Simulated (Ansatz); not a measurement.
The compound is TcBr2 (1T sheet).

The cell holds 3 atoms: 1 Tc and 2 Br. Its edges and angles: a = 3.404 Å, b = 3.404 Å, c = 30.253 Å, α = 90.0°, β = 90.0°, γ = 120.0°. Vacuum lies along c.

```xyz
3
Lattice="-2.4067 0.0000 -2.4067 0.0000 2.4067 2.4067 17.4666 17.4666 -17.4666" Properties=species:S:1:pos:R:3
Tc    5.5502    5.5502   -5.5502
Br    5.6666    8.0733   -5.6666
Br    3.0272    5.4339   -5.4339
```

The structure was relaxed with LDA. The structure was generated from a model, not taken from a measurement. The runs that relaxed it are not among those shown. The program's search for lower electronic states was switched off, so nothing shows that the state found is the lowest. PAW set soft_2, made with PBE.

A constrained-RPA run (Ansatz 0.2.0; non-magnetic LDA; Tc t2g, bands v3 to v1, 6×6×1 mesh, medium accuracy) builds 3 functions on bands 2.9 eV wide, with 5.0 electrons in the window. The bare on-site interaction is 11.7 eV and the bare J 0.43 eV.

Q: What U and J survive the screening?

On the Tc t2g shell, U = 2.72 eV (23 % of the bare value), U′ = 2.09 eV, J = 0.29 eV.

The parent state is non-magnetic and the interaction static (zero frequency); U depends on the window and the orbitals, so it belongs to this model alone.

[Paths, hosts, dates, memory and timing lines, banners, echoed tables and standing remarks are left out of the program output.]

[Logs are printed without paths, hosts, clocks, repeated set-up lines and the standing remarks that a program may print on its own settings, such as how far it seeks lower states.]

[Runs of the session that timed out or met a known fault of the program may be left out.]

[Hosts, paths, dates, database ids (printed as entryN), source tags and the programs' standing remarks are cut or masked in the printed files.]
